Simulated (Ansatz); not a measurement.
# Decaying states in the gap of BaH2Se2, part 2 of 3

Wanted: the relaxed cell of BaH2Se2, its band edges and its decay constants. It is built by putting Se for O, Ba for Ca in the CaH2O2 structure of space group P-3m1, with the volume rescaled by atomic radii. The parent structure comes from the Materials Project.

Ansatz 0.2.0; r2SCAN DFT, plane waves, PAW files (the session's first sound run).

So far. Step 2 (Cell and atoms at rest): The largest force component on a free atom ends at 0.0012 eV/Å.

The structure was built from a prototype and need not be the compound's stable phase.

## (3) Band edges

The energy window and the wavevectors of the next steps follow from the band edges, so these are searched first, off the mesh as well.

Input file input.yaml:

```yaml
crystal:
  lattice:
    - [5.1764777424, 0.0, 0.0]
    - [-2.5882388712, 4.482961227, 0.0]
    - [0.0, 0.0, 6.2592966078]
  atoms:
    - { symbol: Ba, position: [0.0, 0.0, 0.0] }
    - { symbol: H, position: [0.6666666667, 0.3333333333, 0.5371923826] }
    - { symbol: H, position: [0.3333333333, 0.6666666667, 0.4628076174] }
    - { symbol: Se, position: [0.6666666667, 0.3333333333, 0.7708106451] }
    - { symbol: Se, position: [0.3333333333, 0.6666666667, 0.2291893549] }
kpoints:
  mp_grid: { grid: [6, 6, 4] }
  band_path: { path: [VBM, CBM], npoints: 30 }
scf:
  occupations: { method: fixed }
hamiltonian:
  xc: r2scan
output:
  eigenvalues: true
  write_potential: true
  write_density: true
  volumetric_format: npy
```

The run is started by

```console
ansatz run input.yaml --threads 2 --pin off --max-ram 4096MiB --backend cpu --events-out ev --progress --plain --runs-dir out
```

Numbers of over 12 decimals in the logs are rounded to 6 here.

Log:

```text
[...]
Crystal: 5 atoms, lattice volume = 145.253 Å³
Basis set: ecut = 500 eV, 3683 PW (Γ), exchange–correlation on 160×160×192 points (64 copies of the dense FFT grid, shifted against one another)
Bands: 27, of which v1, the nominal top of the filled ones, is band 22 counted from 1 (21 counted from 0)
Symmetry: 12 space group operations
[...]
k-points: 24 of 144
[...]
SCF iter   1: F=—  HF=-16957.240108 eV  |F-HF|=—  |Δ(HF+E_count)|=         —  Δρ=2.79e-3  dr2=1.45e-2  dr2_τ=2.01e-2  ethr=1.77e-3  ⟨swp⟩=5.0  Hψ=2700  notcnv=0  defer=48
[...]
SCF iter   6: F=-16957.254380 eV  HF=-16957.254380 eV  |F-HF|=1.13e-7  |Δ(HF+E_count)|=   1.63e-6  Δρ=6.62e-6  dr2=8.17e-8  dr2_τ=3.59e-9  ethr=2.27e-10  ⟨swp⟩=10.0  Hψ=3674  notcnv=0
SCF 1 converged in 6 iterations: F = -16957.254380 eV  dr2 = 8.17e-8
[...]
NSCF: frozen V_eff on 34 k-points
[...]
SCF converged after 6 iterations
Free energy (F): -16957.254380 eV
[...]
Internal energy: -16957.254380 eV  (E = F + TS)
E sigma→0 (E₀):  -16957.254380 eV
Fermi energy:    2.652917 eV
[...]
--- Band table (eV; the first three rows and the last of 24) ---
  k-point 0: bands = [... 18 lower, 1.4181, 1.4181, 2.6529, 2.6529, 6.1718, 6.6800, 7.1092, 7.6318, ... 1 higher]
  k-point 1: bands = [... 18 lower, 1.4776, 1.4776, 2.5528, 2.5528, 6.5745, 6.7974, 7.4811, 7.4811, ... 1 higher]
  k-point 2: bands = [... 18 lower, 1.5486, 1.5486, 2.4425, 2.4425, 6.6663, 7.3474, 7.3474, 7.7550, ... 1 higher]
  k-point 23: bands = [... 18 lower, 1.6325, 1.9161, 1.9161, 2.1268, 7.5445, 7.5445, 8.0620, 8.7087, ... 1 higher]
```

Elapsed: 17 s, on 2 threads of Arm Neoverse V2, shared host; peak memory 0.69 GiB; 33 s of CPU time.

In the SCF lines HF is the Harris–Foulkes energy and dr2 the Hartree energy of the density residual, in eV; the loop may stop once dr2 is under the threshold and the program's other checks hold. Hψ counts applications of the Hamiltonian.

This step gave:

```
Fermi energy        : 2.653 eV
gap on the k-mesh   : 3.339 eV
gap on path         : 3.339 eV, by band count; negative where bands overlap
direct gap on path  : 3.519 eV
edge places on path : 0, 0.7008 1/A along the path
```

Electronic bands along the path, in eV, zero at the Fermi level (highest filled level under fixed occupations); v1 is the highest filled band, c1 the lowest empty one:

```
  point     v4     v3     v2     v1    c1    c2    c3    c4
    VBM  -1.23  -1.23   0.00   0.00  3.52  4.03  4.46  4.98
halfway  -1.03  -1.02  -0.69  -0.21  3.66  4.33  4.55  5.39
    CBM  -1.46  -0.68  -0.55  -0.50  3.34  4.77  5.01  5.91
```

The electronic bands as a text plot (rows in eV, shown from -4.6 to 5.0 only; labels by their first letter):

```
    4.8 |+                            +++++++++++++++++++++++++++
    4.4 |++++++++++++++++++++++++++++++++++++++++++
    4.0 |+++++++++++++++++++++
    3.6 |++++++++++++      ++++++++++++++++++++++++++++++
    3.2 |                                                ++++++++
    2.8 |
    2.4 |
    2.0 |
    1.6 |
    1.2 |
    0.8 |
    0.4 |
    0.0 |***************************
   -0.4 |            ***********    *****************************
   -0.8 |                       *********************************
   -1.2 |************************************************
   -1.6 |                                                ********
   -2.0 |
   -2.4 |
   -2.8 |
   -3.2 |
   -3.6 |********************************************
   -4.0 |                                      ******************
   -4.4 |**************************************
         V                                                      C
```

The searched edges give 3.34 eV, as on the mesh.

## (4) Complex bands, plane (100), k-mesh 6×4×6

This step: r2SCAN DFT, plane waves, PAW files; complex bands by layer matching along the plane's normal (Ansatz 0.2.0).

The same crystal is laid in a cell whose first two vectors span the (100) plane (indices of the standard conventional cell, whose axes can be ordered otherwise than in the bulk input). At fixed energy and wavevector in the plane the solver finds all kz, real and complex. A few wavevectors are listed, (0, 0), (-0.5, 0) and (0.5, 0) (two of them one point) in units of the plane's reciprocal vectors; the slowest state needn't be among them.

Input file input.yaml:

```yaml
crystal:
  lattice:
    - [5.176477742, 0.0, 0.0]
    - [0.0, 6.259296608, 0.0]
    - [2.588238871, 0.0, 4.482961227]
  atoms:
    - { symbol: Ba, position: [0.0, 0.0, 0.0] }
    - { symbol: H, position: [0.6666666667, 0.5371923826, 0.6666666667] }
    - { symbol: H, position: [0.3333333333, 0.4628076174, 0.3333333333] }
    - { symbol: Se, position: [0.6666666667, 0.7708106451, 0.6666666667] }
    - { symbol: Se, position: [0.3333333333, 0.2291893549, 0.3333333333] }
kpoints:
  mp_grid: { grid: [6, 4, 6] }
scf:
  occupations: { method: fixed }
hamiltonian:
  xc: r2scan
output:
  eigenvalues: true
  transmission:
    leads: [[0, 0]]
    kpoints: [[0.0, 0.0], [-0.5, 0.0], [0.5, 0.0]]
    e_range: [-1.0, 4.34]
    de: 0.13
```

Log:

```text
[...]
Crystal: 5 atoms, lattice volume = 145.253 Å³
Basis set: ecut = 500 eV, 3683 PW (Γ), exchange–correlation on 160×192×160 points (64 copies of the dense FFT grid, shifted against one another)
Bands: 27, of which v1, the nominal top of the filled ones, is band 22 counted from 1 (21 counted from 0)
Symmetry: 12 space group operations
[...]
k-points: 24 of 144
[...]
SCF iter   1: F=—  HF=-16957.240071 eV  |F-HF|=—  |Δ(HF+E_count)|=         —  Δρ=2.79e-3  dr2=1.45e-2  dr2_τ=2.01e-2  ethr=1.77e-3  ⟨swp⟩=5.0  Hψ=2699  notcnv=0  defer=50
[...]
SCF iter   6: F=-16957.254380 eV  HF=-16957.254380 eV  |F-HF|=1.15e-7  |Δ(HF+E_count)|=   1.60e-6  Δρ=6.74e-6  dr2=8.44e-8  dr2_τ=3.72e-9  ethr=2.27e-10  ⟨swp⟩=10.1  Hψ=3731  notcnv=0
SCF 1 converged in 6 iterations: F = -16957.254380 eV  dr2 = 8.44e-8
[...]
transmission: 7 of 21 steps passed
transmission: 14 of 21 steps passed
transmission: 21 of 21 steps passed
SCF converged after 6 iterations
Free energy (F): -16957.254380 eV
[...]
Internal energy: -16957.254380 eV  (E = F + TS)
E sigma→0 (E₀):  -16957.254380 eV
Fermi energy:    2.652920 eV
[...]
--- Band table (eV; the first three rows and the last of 24) ---
  k-point 0: bands = [... 18 lower, 1.4181, 1.4181, 2.6529, 2.6529, 6.1718, 6.6800, 7.1092, 7.6318, ... 1 higher]
  k-point 1: bands = [... 18 lower, 1.5130, 1.5646, 2.2329, 2.5517, 6.4304, 6.7358, 7.0273, 7.8383, ... 1 higher]
  k-point 2: bands = [... 18 lower, 1.4587, 1.7462, 2.0003, 2.3196, 6.1663, 7.1167, 7.5057, 8.2649, ... 1 higher]
  k-point 23: bands = [... 18 lower, 1.6325, 1.9161, 1.9161, 2.1268, 7.5445, 7.5445, 8.0620, 8.7087, ... 1 higher]
--- Transmission ---
  basis      : 341 plane waves across, 7 finite elements along
  points     : 3, as listed
  energies   : 42 from -1.000000 to 4.330000 eV about the Fermi level, 0.130000 eV apart; the leads are filled to 1.669682 eV, and channels, transmission and decay are at 1.730000 eV
  crystal 0  : H2Se2Ba1, at the sites [0, 0], period 4.4830 Å: whole cells are its period
    offset         : up to 0.0000 Å between an atom of the period and one for which it stands
    channels       : 0.000000e0 a spin
    conductance    : none, the energies end too early or step too widely for 300 K: set another output.transmission.e_range or a lower de, or, where they end at an eighth of basis.ecutwfc, a higher one
    slowest decay  : 0.2676 /Å at (0.0000, 0.0000)
```

It took 82 s on 2 threads; peak memory 1.4 GiB; 2.7 min of CPU time.

This step gave:

- level to which the leads are filled: 1.670 eV from the Fermi level
- decay constant at the filling level, zone centre: 0.2676 Å⁻¹
- decay constant at the filling level, slowest listed point: 0.2676 Å⁻¹

K parallel (0, 0); values up to 1.5 1/Å, a degenerate pair printed once or twice; energies at which all values exceed this have no row. Im kz of the slowest decaying states against energy, zero at the highest filled level on the SCF mesh:

```
energy (eV)  decay 1 (Å⁻¹)  decay 2 (Å⁻¹)  decay 3 (Å⁻¹)  decay 4 (Å⁻¹)
      -1.00         0.0324          0.757          0.758          0.861
      -0.74         0.0476          0.714          0.738          0.854
      -0.48         0.0688          0.689          0.720          0.837
      -0.22          0.252          0.692          0.703          0.820
       0.04         0.0631          0.139          0.323          0.685
       0.30          0.162          0.346          0.365          0.667
       0.56          0.207          0.391          0.435          0.648
       0.82          0.236          0.408          0.486          0.628
       1.08          0.253          0.417          0.519          0.607
       1.34          0.264          0.421          0.539          0.585
       1.60          0.268          0.419          0.550          0.561
       1.99          0.264          0.407          0.522          0.554
       2.25          0.254          0.391          0.492          0.551
       2.51          0.239          0.365          0.460          0.543
       2.77          0.216          0.325          0.424          0.512
       3.03          0.183          0.258          0.383          0.481
       3.29          0.112          0.131          0.335          0.453
       3.55          0.275          0.426          0.468          0.601
       3.81          0.220          0.398          0.437          0.565
       4.07         0.0664          0.184          0.367          0.398
       4.33         0.0575          0.126          0.331          0.349
```

K parallel (-0.5, 0); values up to 1.5 1/Å, a degenerate pair printed once or twice; energies at which all values exceed this have no row. The Im kz of the slowest decaying states by energy, zero at the highest filled level on the SCF mesh:

| energy (eV) | decay 1 (Å⁻¹) | decay 2 (Å⁻¹) | decay 3 (Å⁻¹) | decay 4 (Å⁻¹) |
| --- | --- | --- | --- | --- |
| -1.00 | 0.160 | 0.206 | 0.865 | 1.02 |
| -0.74 | 0.861 | 1.01 | - | - |
| -0.48 | 0.208 | 0.857 | 0.995 | - |
| -0.22 | 0.300 | 0.851 | 0.984 | - |
| 0.04 | 0.192 | 0.349 | 0.845 | 0.973 |
| 0.30 | 0.274 | 0.380 | 0.837 | 0.961 |
| 0.56 | 0.321 | 0.398 | 0.829 | 0.949 |
| 0.82 | 0.351 | 0.408 | 0.820 | 0.937 |
| 1.08 | 0.371 | 0.410 | 0.810 | 0.926 |
| 1.34 | 0.383 | 0.407 | 0.799 | 0.916 |
| 1.60 | 0.389 | 0.397 | 0.787 | 0.906 |
| 1.99 | 0.372 | 0.390 | 0.766 | 0.893 |
| 2.25 | 0.347 | 0.385 | 0.750 | 0.887 |
| 2.51 | 0.314 | 0.376 | 0.733 | 0.883 |
| 2.77 | 0.270 | 0.364 | 0.713 | 0.881 |
| 3.03 | 0.206 | 0.348 | 0.691 | 0.884 |
| 3.29 | 0.0856 | 0.329 | 0.666 | 0.893 |
| 3.55 | 0.305 | 0.637 | 0.914 | 1.18 |
| 3.81 | 0.278 | 0.603 | 0.954 | 1.11 |
| 4.07 | 0.247 | 0.563 | 1.02 | 1.04 |
| 4.33 | 0.207 | 0.515 | 0.900 | 1.03 |

K parallel (0.5, 0); values up to 1.5 1/Å, a degenerate pair printed once or twice; energies at which all values exceed this have no row. Table of Im kz of the slowest decaying states by energy, zero at the highest filled level on the SCF mesh:

```csv
energy (eV),decay 1 (Å⁻¹),decay 2 (Å⁻¹),decay 3 (Å⁻¹),decay 4 (Å⁻¹)
-1.00,0.160,0.206,0.865,1.02
-0.74,0.861,1.01,-,-
-0.48,0.208,0.857,0.995,-
-0.22,0.300,0.851,0.984,-
0.04,0.192,0.349,0.845,0.973
0.30,0.274,0.380,0.837,0.961
0.56,0.321,0.398,0.829,0.949
0.82,0.351,0.408,0.820,0.937
1.08,0.371,0.410,0.810,0.926
1.34,0.383,0.407,0.799,0.916
1.60,0.389,0.397,0.787,0.906
1.99,0.372,0.390,0.766,0.893
2.25,0.347,0.385,0.750,0.887
2.51,0.314,0.376,0.733,0.883
2.77,0.270,0.364,0.713,0.881
3.03,0.206,0.348,0.691,0.884
3.29,0.0856,0.329,0.666,0.893
3.55,0.305,0.637,0.914,1.18
3.81,0.278,0.603,0.954,1.11
4.07,0.247,0.563,1.02,1.04
4.33,0.207,0.515,0.900,1.03
```

At the listed wavevectors the last open channel is at -0.09 eV and the next at +3.42 eV on the grid. At +1.73 eV, the grid energy nearest the filling level (the middle of the gap on the SCF mesh), the slowest state at the listed wavevectors decays with κ = 0.268 Å⁻¹, its amplitude falling by e over 3.7 Å. Through 1 nm of this crystal that state's transmission falls by exp(−2 × 0.268 Å⁻¹ × 10 Å) = 0.0047.

## (5) Decay over the two-dimensional zone

The listed points could miss the slowest state, so one energy near mid-gap is solved on a mesh of 8×6.

input.yaml: that of step 4 with these lines changed.

```diff
@@ -19,6 +19,2 @@
   eigenvalues: true
-  transmission:
-    leads: [[0, 0]]
-    kpoints: [[0.0, 0.0], [-0.5, 0.0], [0.5, 0.0]]
-    e_range: [-1.0, 4.34]
-    de: 0.13
+  transmission: { leads: [[0, 0]], kmesh: [8, 6], e_range: [1.67, 1.68], de: 0.05 }
```

Log:

```text
[...]
Crystal: 5 atoms, lattice volume = 145.253 Å³
Basis set: ecut = 500 eV, 3683 PW (Γ), exchange–correlation on 160×192×160 points (64 copies of the dense FFT grid, shifted against one another)
Bands: 27, of which v1, the nominal top of the filled ones, is band 22 counted from 1 (21 counted from 0)
Symmetry: 12 space group operations
[...]
k-points: 24 of 144
[...]
SCF iter   1: F=—  HF=-16957.240071 eV  |F-HF|=—  |Δ(HF+E_count)|=         —  Δρ=2.79e-3  dr2=1.45e-2  dr2_τ=2.01e-2  ethr=1.77e-3  ⟨swp⟩=5.0  Hψ=2699  notcnv=0  defer=50
[...]
SCF iter   6: F=-16957.254380 eV  HF=-16957.254380 eV  |F-HF|=1.15e-7  |Δ(HF+E_count)|=   1.60e-6  Δρ=6.74e-6  dr2=8.44e-8  dr2_τ=3.72e-9  ethr=2.27e-10  ⟨swp⟩=10.1  Hψ=3731  notcnv=0
SCF 1 converged in 6 iterations: F = -16957.254380 eV  dr2 = 8.44e-8
[...]
transmission: 28 of 140 steps passed
transmission: 56 of 140 steps passed
[...]
transmission: 140 of 140 steps passed
SCF converged after 6 iterations
Free energy (F): -16957.254380 eV
[...]
Internal energy: -16957.254380 eV  (E = F + TS)
E sigma→0 (E₀):  -16957.254380 eV
Fermi energy:    2.652920 eV
[...]
--- Band table (eV; the first three rows and the last of 24) ---
  k-point 0: bands = [... 18 lower, 1.4181, 1.4181, 2.6529, 2.6529, 6.1718, 6.6800, 7.1092, 7.6318, ... 1 higher]
  k-point 1: bands = [... 18 lower, 1.5130, 1.5646, 2.2329, 2.5517, 6.4304, 6.7358, 7.0273, 7.8383, ... 1 higher]
  k-point 2: bands = [... 18 lower, 1.4587, 1.7462, 2.0003, 2.3196, 6.1663, 7.1167, 7.5057, 8.2649, ... 1 higher]
  k-point 23: bands = [... 18 lower, 1.6325, 1.9161, 1.9161, 2.1268, 7.5445, 7.5445, 8.0620, 8.7087, ... 1 higher]
--- Transmission ---
  basis      : 341 plane waves across, 7 finite elements along
  points     : 20, standing for a mesh of 8 x 6
  energies   : 1 from 1.670000 to 1.670000 eV about the Fermi level; the leads are filled to 1.669682 eV, and channels, transmission and decay are at 1.670000 eV
  crystal 0  : H2Se2Ba1, at the sites [0, 0], period 4.4830 Å: whole cells are its period
[...]
channels       : 0.000000e0 a spin
    conductance    : none, crystal 0 has no channel at the energies, or these end too early or step too widely for 300 K: set another output.transmission.e_range or a lower de, or, where they end at an eighth of basis.ecutwfc, a higher one
    slowest decay  : 0.2678 /Å at (0.0000, 0.0000)
```

Elapsed: 75 s, on 2 threads; peak memory 1.5 GiB.

This step gave:

```
least decay constant on the mesh : 0.2678 Å⁻¹
```

Slowest decay constant (1/Å; 0 where a channel is open) over k1 and k2. At 1.6700 eV from the Fermi level.

Ten even steps from '_' (0.268) to '@' (0.480):
```
%%++++**##**++++
##**----..----**
++++**::__::**++
##**----..----**
%%++++**##**++++
**##@@@@%%@@@@##
```
Columns: k1 (b1) from -0.5 to 0.375; rows upwards: k2 (b2) from -0.5 to 0.333.

The least value on the mesh is 0.268 Å⁻¹ at +1.67 eV. At that energy the listed points give about 0.268 Å⁻¹ by interpolation, so the mesh holds no clearly slower state.

(Part 2 of 3 ends here.)

[Logs are printed without paths, hosts, clocks, repeated set-up lines and the standing remarks that a program may print on its own settings, such as how far it seeks lower states.]

[Hosts, paths, dates, database ids (printed as entryN), source tags and the programs' standing remarks are cut or masked in the printed files.]
